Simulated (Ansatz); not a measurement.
# MgIF: complex band structure

Wanted: the relaxed cell of MgIF, its band edges and its decay constants. It is built by putting I for part of the F in the MgF2 structure of space group Pnnm, with the volume rescaled by atomic radii. The parent structure comes from the Materials Project.

Program: Ansatz 0.2.0. Level of theory: PBEsol DFT, plane waves, PAW files, in the first sound run; inputs show where later runs differ. Results are calculated unless marked as measured.

The structure was built from a prototype and need not be the compound's stable phase.

**1. The starting structure**

The structure is monoclinic, space group P2/m (No. 10). Conventional cell: a = 5.428 Å, b = 3.614 Å, c = 5.534 Å, α = 90.00°, β = 90.00°, γ = 90.00°. Nearest to Mg lie 2 F at 2.36 Å and 4 I at 2.37 Å. Nearest to Mg lie 2 I at 2.36 Å and 4 F at 2.37 Å. F has 3 Mg at 2.36 to 2.37 Å nearest. Nearest to I lie 3 Mg at 2.36 to 2.37 Å and 1 I at 3.06 Å. It derives from MgF2. I for part of the F in the MgF2 structure of space group Pnnm. Farther neighbours and most contacts between anions are not listed.

As a file:

```cif
data_structure
_symmetry_space_group_name_H-M 'P 1'
_symmetry_Int_Tables_number 1
_cell_length_a 5.4276
_cell_length_b 5.5339
_cell_length_c 3.6141
_cell_angle_alpha 90.000
_cell_angle_beta 90.000
_cell_angle_gamma 90.000
_cell_volume 108.55
loop_
_atom_site_label
_atom_site_type_symbol
_atom_site_fract_x
_atom_site_fract_y
_atom_site_fract_z
_atom_site_occupancy
Mg1 Mg 0.50000 0.50000 0.50000 1
Mg2 Mg 0.00000 0.00000 0.00000 1
F3 F 0.78583 0.17982 0.50000 1
F4 F 0.21417 0.82018 0.50000 1
I5 I 0.28583 0.32018 0.00000 1
I6 I 0.71417 0.67982 0.00000 1
```

**2. Cell and atoms at rest**

The substituted atoms don't fit the parent's cell, so cell and atoms relax together. A small smearing keeps the run stable in case the gap closes on the way.

File input.yaml:

```yaml
crystal:
  lattice:
    - [5.4276032438, 0.0, 0.0]
    - [0.0, 5.5339329479, 0.0]
    - [0.0, 0.0, 3.6141323626]
  atoms:
    - { symbol: Mg, position: [0.5, 0.5, 0.5] }
    - { symbol: Mg, position: [0.0, 0.0, 0.0] }
    - { symbol: F, position: [0.785832, 0.179816, 0.5] }
    - { symbol: F, position: [0.214168, 0.820184, 0.5] }
    - { symbol: I, position: [0.285832, 0.320184, 0.0] }
    - { symbol: I, position: [0.714168, 0.679816, 0.0] }
kpoints:
  mp_grid: { grid: [4, 4, 6] }
scf:
  occupations: { method: gaussian, width: 0.03 }
hamiltonian:
  xc: pbesol
output:
  forces: true
  stress: true
relax:
  f_tol: 0.02
  max_steps: 60
  cell: {}
```

Launch:

```bash
$ ansatz run input.yaml --threads 2 --pin off --max-ram 4096MiB --backend cpu --events-out ev --progress --plain --runs-dir out
```

Numbers of over 12 decimals in the logs are rounded to 6 here.

What it wrote:

```text
Engine: ansatz 0.2.0, aarch64-unknown-linux-gnu
Pseudopotentials: kind: paw
Pseudopotential: Mg, paw, valence charge 10, recommended cutoff 420 eV (normal), Mg.paw.azcp
Pseudopotential: F, paw, valence charge 7, recommended cutoff 420 eV (normal), F.paw.azcp
Pseudopotential: I, paw, valence charge 17, recommended cutoff 420 eV (normal), I.paw.azcp
Functional definition: PBEsol
  exchange = pbesol_x
  correlation = pbesol_c
Crystal: 6 atoms, lattice volume = 108.554 Å³
Basis set: ecut = 420 eV, 2117 PW (Γ), exchange–correlation on 80×80×50 points (8 copies of the dense FFT grid, shifted against one another)
Bands: 41, of which v1, the nominal top of the filled ones, is band 34 counted from 1 (33 counted from 0)
Symmetry: 4 space group operations
Space group: P2/m (ITA 10), of the structure as read, at distance tolerance 4.8e-5 Å
k-points: 40 of 96
Non-local potential: Mg, projectors of the file, l = 0: 3, l = 1: 2, l = 2: 1
Non-local potential: F, projectors of the file, l = 0: 2, l = 1: 2, l = 2: 1
Non-local potential: I, projectors of the file, l = 0: 2, l = 1: 2, l = 2: 2, l = 3: 2
PAW form: soft (Blöchl's): semilocal exchange-correlation on the pseudo side does not see the compensation charge
PAW frozen core: Mg, regenerated for the run's functional, and the local potential with it (the file was generated under x = pbe(κ = 0.804, μ = 0.219515), c = pbe(β = 0.066725))
PAW frozen core: F, regenerated for the run's functional, and the local potential with it (the file was generated under x = pbe(κ = 0.804, μ = 0.219515), c = pbe(β = 0.066725))
PAW frozen core: I, regenerated for the run's functional, and the local potential with it (the file was generated under x = pbe(κ = 0.804, μ = 0.219515), c = pbe(β = 0.066725))
PAW one-centre angular grid: Mg, 110 points (default); XC on 64 Gauss nodes
PAW one-centre angular grid: F, 110 points (default); XC on 64 Gauss nodes
PAW one-centre angular grid: I, 590 points (default); XC on 64 Gauss nodes
Initial density: superposition of atomic densities (neutral atoms: chi_scale 0, normalization atom), corrected by the library's trained network
Initial wavefunctions: pseudopotential atomic-orbital guess
Functional: x = pbesol(κ = 0.804, μ = 0.123457), c = pbesol(β = 0.046)
SCF iter   1: F=—  HF=-20291.171904 eV  |F-HF|=—  |Δ(HF+E_count)|=         —  Δρ=6.29e-3  dr2=2.19e-2  ethr=1.77e-3  ⟨swp⟩=9.4  Hψ=8282  notcnv=0  defer=6
preconditioner: auto → Resta (q_TF=auto, 2.524 Å⁻¹)  ε∞=3.8  [insulator: Δε(μ)=3.818 eV  Ē_g=11.251 eV  σ=0.030 eV  W_gap=1.00  n_scr=30 (ndim 8)  ℏωp=18.9 eV  f_vac=0.042  D(μ)=0.00/eV (n_scr^D=0)  ε∞_Penn≈3.8]
SCF iter   2: F=—  HF=-20291.165948 eV  |F-HF|=—  |Δ(HF+E_count)|=   5.96e-3  Δρ=1.84e-3  dr2=4.12e-3  ethr=3.22e-5  ⟨swp⟩=2.2  Hψ=2806  notcnv=0  defer=83
SCF iter   3: F=—  HF=-20291.165042 eV  |F-HF|=—  |Δ(HF+E_count)|=   9.06e-4  Δρ=1.08e-3  dr2=1.24e-3  ethr=6.06e-6  ⟨swp⟩=2.3  Hψ=2161  notcnv=0  defer=83
SCF iter   4: F=—  HF=-20291.164752 eV  |F-HF|=—  |Δ(HF+E_count)|=   2.91e-4  Δρ=2.15e-4  dr2=8.21e-5  ethr=1.82e-6  ⟨swp⟩=2.0  Hψ=2099  notcnv=0  defer=83
SCF iter   5: F=—  HF=-20291.164728 eV  |F-HF|=—  |Δ(HF+E_count)|=   2.33e-5  Δρ=8.58e-5  dr2=7.02e-6  ethr=1.21e-7  ⟨swp⟩=2.0  Hψ=2044  notcnv=0  defer=83
SCF iter   6: F=—  HF=-20291.164730 eV  |F-HF|=—  |Δ(HF+E_count)|=   1.41e-6  Δρ=1.95e-5  dr2=4.04e-7  ethr=1.03e-8  ⟨swp⟩=2.0  Hψ=2189  notcnv=0  defer=83
SCF iter   7: F=-20291.164730 eV  HF=-20291.164730 eV  |F-HF|=9.62e-9  |Δ(HF+E_count)|=   1.63e-7  Δρ=4.52e-6  dr2=2.64e-8  ethr=1.47e-10  ⟨swp⟩=5.0  Hψ=6366  notcnv=0
SCF 1 converged in 7 iterations: F = -20291.164730 eV  dr2 = 2.64e-8
  greatest PAW one-centre occupation: 1.000 electrons in one spin orbital (limit 2), on the Mg atom at site 0 (counted from 0), in its partial waves of l = 1
relax step   1: F+E_penalty+E_count = -20291.16472997 eV  Δ(F+E_penalty+E_count) = +0.000e0 eV  max|allowed force component| = 2.191e0 eV/Å  Δτ_max = 0.0000 Å  P = +24.205 GPa  Ω = 108.554 Å³  (7 SCF iters, dr2 threshold 1.00e-7 eV, accepted)
Crystal: 6 atoms, lattice volume = 114.908 Å³
Basis set: ecut = 420 eV, 2257 PW (Γ), exchange–correlation on 80×80×50 points (8 copies of the dense FFT grid, shifted against one another)
Initial density: handed on by an earlier stage of this run
Initial wavefunctions: those handed on with the density
iter 1 solved again at ethr=1.72e-4 eV; its pass at ethr=3.10e-3 eV (dr2=1.17e-1 eV) is discarded
SCF iter   1: F=—  HF=-20293.169559 eV  |F-HF|=—  |Δ(HF+E_count)|=         —  Δρ=8.51e-3  dr2=1.18e-1  ethr=1.72e-4  ⟨swp⟩=2.1  Hψ=9717  notcnv=0
preconditioner: auto → Resta (q_TF=auto, 2.500 Å⁻¹)  ε∞=3.7  [insulator: Δε(μ)=3.680 eV  Ē_g=11.077 eV  σ=0.030 eV  W_gap=1.00  n_scr=34 (ndim 8)  ℏωp=18.3 eV  f_vac=0.049  D(μ)=0.00/eV (n_scr^D=0)  ε∞_Penn≈3.7]
SCF iter   2: F=—  HF=-20293.137148 eV  |F-HF|=—  |Δ(HF+E_count)|=   3.24e-2  Δρ=4.30e-3  dr2=2.42e-2  ethr=1.72e-4  ⟨swp⟩=3.2  Hψ=2586  notcnv=0  defer=1
SCF iter   3: F=—  HF=-20293.129607 eV  |F-HF|=—  |Δ(HF+E_count)|=   7.54e-3  Δρ=1.90e-3  dr2=6.20e-3  ethr=3.56e-5  ⟨swp⟩=2.4  Hψ=2608  notcnv=0  defer=39
SCF iter   4: F=—  HF=-20293.127571 eV  |F-HF|=—  |Δ(HF+E_count)|=   2.04e-3  Δρ=5.25e-4  dr2=4.26e-4  ethr=9.12e-6  ⟨swp⟩=2.1  Hψ=2389  notcnv=0  defer=40
SCF iter   5: F=—  HF=-20293.127433 eV  |F-HF|=—  |Δ(HF+E_count)|=   1.38e-4  Δρ=1.63e-4  dr2=3.43e-5  ethr=6.27e-7  ⟨swp⟩=2.0  Hψ=2315  notcnv=0  defer=40
SCF iter   6: F=—  HF=-20293.127448 eV  |F-HF|=—  |Δ(HF+E_count)|=   1.53e-5  Δρ=3.06e-5  dr2=1.20e-6  ethr=5.05e-8  ⟨swp⟩=2.0  Hψ=2081  notcnv=0  defer=40
SCF iter   7: F=-20293.127450 eV  HF=-20293.127450 eV  |F-HF|=9.76e-8  |Δ(HF+E_count)|=   1.75e-6  Δρ=8.78e-6  dr2=8.06e-8  ethr=8.82e-10  ⟨swp⟩=4.8  Hψ=6034  notcnv=0
SCF 2 converged in 7 iterations: F = -20293.127450 eV  dr2 = 8.06e-8
  greatest PAW one-centre occupation: 1.000 electrons in one spin orbital (limit 2), on the Mg atom at site 0 (counted from 0), in its partial waves of l = 0
relax step   2: F+E_penalty+E_count = -20293.12745004 eV  Δ(F+E_penalty+E_count) = -1.963e0 eV  max|allowed force component| = 4.242e-1 eV/Å  Δτ_max = 0.0617 Å  P = +13.418 GPa  Ω = 114.908 Å³  energy of the carried Pulay correction = -1.032e-2 eV  (7 SCF iters, dr2 threshold 6.00e-7 eV, accepted)
Crystal: 6 atoms, lattice volume = 119.479 Å³
Basis set: ecut = 420 eV, 2349 PW (Γ), exchange–correlation on 80×80×50 points (8 copies of the dense FFT grid, shifted against one another)
iter 1 solved again at ethr=8.53e-5 eV; its pass at ethr=3.10e-3 eV (dr2=5.80e-2 eV) is discarded
[...]
relax step   5: F+E_penalty+E_count = -20295.34578999 eV  Δ(F+E_penalty+E_count) = -3.005e-1 eV  max|allowed force component| = 1.377e-1 eV/Å  Δτ_max = 0.0337 Å  P = +0.077 GPa  Ω = 121.432 Å³  energy of the carried Pulay correction = -2.033e-2 eV  (7 SCF iters, dr2 threshold 6.00e-7 eV, accepted)
relax step   6: F+E_penalty+E_count = -20295.38596079 eV  Δ(F+E_penalty+E_count) = -4.017e-2 eV  max|allowed force component| = 5.349e-2 eV/Å  Δτ_max = 0.0462 Å  P = +0.171 GPa  Ω = 119.727 Å³  energy of the carried Pulay correction = -1.777e-2 eV  (6 SCF iters, dr2 threshold 6.00e-7 eV, accepted)
relax step   7: F+E_penalty+E_count = -20295.38808866 eV  Δ(F+E_penalty+E_count) = -2.128e-3 eV  max|allowed force component| = 5.010e-3 eV/Å  Δτ_max = 0.0089 Å  P = -0.035 GPa  Ω = 120.098 Å³  energy of the carried Pulay correction = -1.833e-2 eV  (5 SCF iters, dr2 threshold 6.00e-7 eV, accepted)
relax step   8: F+E_penalty+E_count = -20295.38834209 eV  Δ(F+E_penalty+E_count) = -2.534e-4 eV  max|allowed force component| = 4.383e-3 eV/Å  Δτ_max = 0.0021 Å  P = +0.006 GPa  Ω = 120.031 Å³  energy of the carried Pulay correction = -1.823e-2 eV  (5 SCF iters, dr2 threshold 5.88e-8 eV, accepted)
relax step   9: F+E_penalty+E_count = -20295.68606018 eV  Δ(F+E_penalty+E_count) = -2.977e-1 eV  max|allowed force component| = 5.775e-3 eV/Å  Δτ_max = 0.0000 Å  P = +2.781 GPa  Ω = 120.031 Å³  stress off target by 6.76e0 GPa  SCF on the basis re-selected at this cell (its energy is not comparable with the rows above)  (8 SCF iters)
relax step  10: F+E_penalty+E_count = -20295.80093137 eV  Δ(F+E_penalty+E_count) = -1.149e-1 eV  max|allowed force component| = 1.124e-1 eV/Å  Δτ_max = 0.0069 Å  P = +0.532 GPa  Ω = 124.148 Å³  energy of the carried Pulay correction = -7.471e-3 eV  (6 SCF iters, dr2 threshold 6.00e-7 eV, accepted)
relax step  11: F+E_penalty+E_count = -20295.81256456 eV  Δ(F+E_penalty+E_count) = -1.163e-2 eV  max|allowed force component| = 8.905e-2 eV/Å  Δτ_max = 0.0551 Å  P = -0.326 GPa  Ω = 127.188 Å³  energy of the carried Pulay correction = -1.443e-2 eV  (7 SCF iters, dr2 threshold 6.00e-7 eV, accepted)
relax step  12: F+E_penalty+E_count = -20295.82004325 eV  Δ(F+E_penalty+E_count) = -7.479e-3 eV  max|allowed force component| = 3.323e-3 eV/Å  Δτ_max = 0.0186 Å  P = -0.001 GPa  Ω = 125.970 Å³  energy of the carried Pulay correction = -1.163e-2 eV  (6 SCF iters, dr2 threshold 4.96e-7 eV, accepted)
relax step  13: F+E_penalty+E_count = -20295.82039916 eV  Δ(F+E_penalty+E_count) = -3.559e-4 eV  max|allowed force component| = 3.576e-3 eV/Å  Δτ_max = 0.0023 Å  P = -0.001 GPa  Ω = 125.942 Å³  energy of the carried Pulay correction = -1.153e-2 eV  (6 SCF iters, dr2 threshold 6.18e-8 eV, accepted)
relax step  14: F+E_penalty+E_count = -20295.84152566 eV  Δ(F+E_penalty+E_count) = -2.113e-2 eV  max|allowed force component| = 4.053e-3 eV/Å  Δτ_max = 0.0000 Å  P = +0.132 GPa  Ω = 125.942 Å³  stress off target by 4.68e-1 GPa  SCF on the basis re-selected at this cell (its energy is not comparable with the rows above)  (7 SCF iters)
relax step  15: F+E_penalty+E_count = -20295.84225533 eV  Δ(F+E_penalty+E_count) = -7.297e-4 eV  max|allowed force component| = 2.142e-3 eV/Å  Δτ_max = 0.0042 Å  P = +0.020 GPa  Ω = 126.367 Å³  energy of the carried Pulay correction = -6.735e-4 eV  (5 SCF iters, dr2 threshold 5.48e-7 eV, accepted)
relax step  16: F+E_penalty+E_count = -20295.84216245 eV  Δ(F+E_penalty+E_count) = +9.288e-5 eV  max|allowed force component| = 3.582e-4 eV/Å  Δτ_max = 0.0017 Å  P = +0.002 GPa  Ω = 126.463 Å³  energy of the carried Pulay correction = -8.284e-4 eV  (6 SCF iters, dr2 threshold 1.62e-8 eV, accepted)
iter 1 solved again at ethr=2.86e-7 eV; its pass at ethr=3.10e-3 eV (dr2=1.95e-4 eV) is discarded
SCF iter   1: F=—  HF=-20295.842575 eV  |F-HF|=—  |Δ(HF+E_count)|=         —  Δρ=2.09e-4  dr2=1.51e-6  ethr=2.86e-7  ⟨swp⟩=3.2  Hψ=11926  notcnv=0
preconditioner: auto → Resta (q_TF=auto, 2.460 Å⁻¹)  ε∞=3.7  [insulator: Δε(μ)=1.012 eV  Ē_g=10.579 eV  σ=0.030 eV  W_gap=1.00  n_scr=30 (ndim 8)  ℏωp=17.5 eV  f_vac=0.035  D(μ)=0.00/eV (n_scr^D=0)  ε∞_Penn≈3.7]
SCF iter   2: F=—  HF=-20295.842920 eV  |F-HF|=—  |Δ(HF+E_count)|=   3.44e-4  Δρ=1.06e-4  dr2=3.99e-7  ethr=2.22e-9  ⟨swp⟩=2.0  Hψ=2422  notcnv=0
SCF iter   3: F=—  HF=-20295.843035 eV  |F-HF|=—  |Δ(HF+E_count)|=   1.15e-4  Δρ=1.76e-5  dr2=8.39e-8  ethr=5.87e-10  ⟨swp⟩=2.0  Hψ=2251  notcnv=0
SCF iter   4: F=—  HF=-20295.843037 eV  |F-HF|=—  |Δ(HF+E_count)|=   1.90e-6  Δρ=7.58e-7  dr2=5.17e-10  ethr=1.23e-10  ⟨swp⟩=2.0  Hψ=2157  notcnv=0
SCF iter   5: F=—  HF=-20295.843037 eV  |F-HF|=—  |Δ(HF+E_count)|=  9.46e-10  Δρ=2.65e-7  dr2=1.31e-10  ethr=1.00e-12  ⟨swp⟩=5.0  Hψ=6524  notcnv=0
SCF iter   6: F=-20295.843037 eV  HF=-20295.843037 eV  |F-HF|=2.18e-11  |Δ(HF+E_count)|=  1.60e-10  Δρ=9.34e-8  dr2=1.74e-11  ethr=1.00e-12  ⟨swp⟩=4.7  Hψ=5205  notcnv=0
SCF 17 converged in 6 iterations: F = -20295.843037 eV  dr2 = 1.74e-11
relax step  17: F+E_penalty+E_count = -20295.84303653 eV  Δ(F+E_penalty+E_count) = -8.741e-4 eV  max|allowed force component| = 3.192e-4 eV/Å  Δτ_max = 0.0000 Å  P = +0.006 GPa  Ω = 126.463 Å³  stress off target by 3.42e-2 GPa  SCF on the basis re-selected at this cell (its energy is not comparable with the rows above)  (6 SCF iters)
basis re-selected at this cell: Δ(F+E_penalty+E_count) = -8.741e-4 eV, ΔP = +0.004 GPa vs the last step (what re-selecting the basis moved, of the pressure what is left beyond the Pulay correction that the steps carried, after the strain that the cell walked since its last selection, with what the two solves' SCF thresholds leave and, on support functions, any second-order correction that the steps lacked; it is no m [...]
SCF converged after 6 iterations
Free energy (F): -20295.843037 eV
Harris-Foulkes:  -20295.843037 eV  (|F-HF|=2.18e-11)
Internal energy: -20295.843037 eV  (E = F + TS)
E sigma→0 (E₀):  -20295.843037 eV
Fermi energy:    7.576378 eV
--- Per-component energies (eV) ---
  E_band       = -1478.524185
  E_kinetic    = 945.361374
  E_local      = -7967.251984  (includes V_loc(G=0)·N_el)
  E_nonlocal   = 162.580046
  E_hartree    = 3470.432230
  E_xc         = -470.402867
  E_vxc        = -536.036898  (∫ρ·V_xc dr)
  E_paw        = -10425.320200  (= ΣΔE_a)
  E_vpaw       = -1024.045398  (= ΣTr[D̂ρ^β])
  E_aug_tail   = 0.004034  (compensation charges beyond the density's cutoff)
  E_ewald      = -6012.272564
  E_core_change = 1.026894  (= ΣΔE_core)
  E_smearing   = -0.000000  (= −TS)
  E_closure    = 0.000000  (closes the sum)
  Σ components = -20295.843037   (vs F -20295.843037, Δ=0.00e0)
--- Forces (eV/Å), atoms counted from 1 ---
  atom   1  Mg    -0.00000000     0.00000000     0.00000000
  atom   2  Mg     0.00000000     0.00000000     0.00000000
  atom   3  F     -0.00018263     0.00005741    -0.00000000
  atom   4  F      0.00018263    -0.00005741     0.00000000
  atom   5  I      0.00021464     0.00031916     0.00000000
  atom   6  I     -0.00021464    -0.00031916    -0.00000000
  max |Σ_I F_I| component: 0.00e0 eV/Å
--- Stress (GPa, compression-positive) ---
        0.022120       0.017840       0.000000
        0.017840       0.007747       0.000000
        0.000000       0.000000      -0.012432
  P = ⅓ Tr σ = 0.0058 GPa (0.058 kbar)
--- Relaxed structure (14 steps of the walk, 14 accepted, 3 SCFs on fresh bases) ---
  F+E_penalty+E_count = -20295.84303653 eV   max|allowed force component| = 3.192e-4 eV/Å   (the final SCF, on the basis selected at the relaxed cell)
  cell:  # Å, volume = 126.4634 Å³
    - [6.000564, 1.143772, 0]
    - [1.166180, 6.003574, 0]
    - [0, 0, 3.645425]
  atoms:
    - { symbol: Mg, position: [0.500000, 0.5, 0.500000] }
    - { symbol: Mg, position: [4.527827134578654e-19, 0, 0] }
    - { symbol: F, position: [0.815769, 0.184417, 0.500000] }
    - { symbol: F, position: [0.184231, 0.815583, 0.500000] }
    - { symbol: I, position: [0.296589, 0.296417, 0] }
    - { symbol: I, position: [0.703411, 0.703583, 0.0] }
```

Wall time 78 s (2 threads of Arm Neoverse V2, shared host); peak memory 0.49 GiB; 2.6 min of CPU time.

Step by step:

| step | energy less that of the first step (eV) | largest force component (eV/Å) | pressure (GPa) | volume (Å³) |
| --- | --- | --- | --- | --- |
| 1 | 0.0000 | 2.1909 | 24.20 | 108.55 |
| 2 | -1.9627 | 0.4242 | 13.42 | 114.91 |
| 3 | -3.1245 | 0.2842 | 6.71 | 119.48 |
| 4 | -3.8806 | 0.1897 | 3.76 | 118.88 |
| 5 | -4.1811 | 0.1377 | 0.08 | 121.43 |
| 6 | -4.2212 | 0.0535 | 0.17 | 119.73 |
| 7 | -4.2234 | 0.0050 | -0.04 | 120.10 |
| 8 | -4.2236 | 0.0044 | 0.01 | 120.03 |
| 9* | -4.5213 | 0.0058 | 2.78 | 120.03 |
| 10 | -4.6362 | 0.1124 | 0.53 | 124.15 |
| 11 | -4.6478 | 0.0890 | -0.33 | 127.19 |
| 12 | -4.6553 | 0.0033 | 0.00 | 125.97 |
| 13 | -4.6557 | 0.0036 | 0.00 | 125.94 |
| 14* | -4.6768 | 0.0041 | 0.13 | 125.94 |
| 15 | -4.6775 | 0.0021 | 0.02 | 126.37 |
| 16 | -4.6774 | 0.0004 | 0.00 | 126.46 |
| 17* | -4.6783 | 0.0003 | 0.01 | 126.46 |

Relaxation steps marked * repeat the geometry before them on a plane-wave basis chosen anew for their cell, so energy and pressure can jump there.

The run keeps the 4 symmetry operations that it works with, so distortions that break them were not tested.

| cell as run | before | after | change |
| --- | --- | --- | --- |
| a (Å) | 5.428 | 6.109 | +12.5 % |
| b (Å) | 5.534 | 6.116 | +10.5 % |
| c (Å) | 3.614 | 3.645 | +0.9 % |
| γ (°) | 90.00 | 68.22 | -24.2 % |
| volume (Å³/atom) | 18.09 | 21.08 | +16.5 % |

The atoms that moved most (Å, as changes of fractional coordinates times the final cell):

| atom | dx | dy | dz | length |
| --- | --- | --- | --- | --- |
| F4 | -0.185 | -0.062 | 0.000 | 0.195 |
| F3 | 0.185 | 0.062 | 0.000 | 0.195 |
| I6 | -0.037 | 0.130 | 0.000 | 0.135 |
| I5 | 0.037 | -0.130 | 0.000 | 0.135 |

This step gave:

| Property | Result |
| --- | --- |
| free energy | -20295.8430 eV |
| Fermi energy | 7.576 eV |
| pressure | 0.005812 GPa |

The largest force component on a free atom ends at 3.2e-4 eV/Å.

(Part 1 of 3 ends here.)

[Logs are printed without paths, hosts, clocks, repeated set-up lines and the standing remarks that a program may print on its own settings, such as how far it seeks lower states.]

[Hosts, paths, dates, database ids (printed as entryN), source tags and the programs' standing remarks are cut or masked in the printed files.]
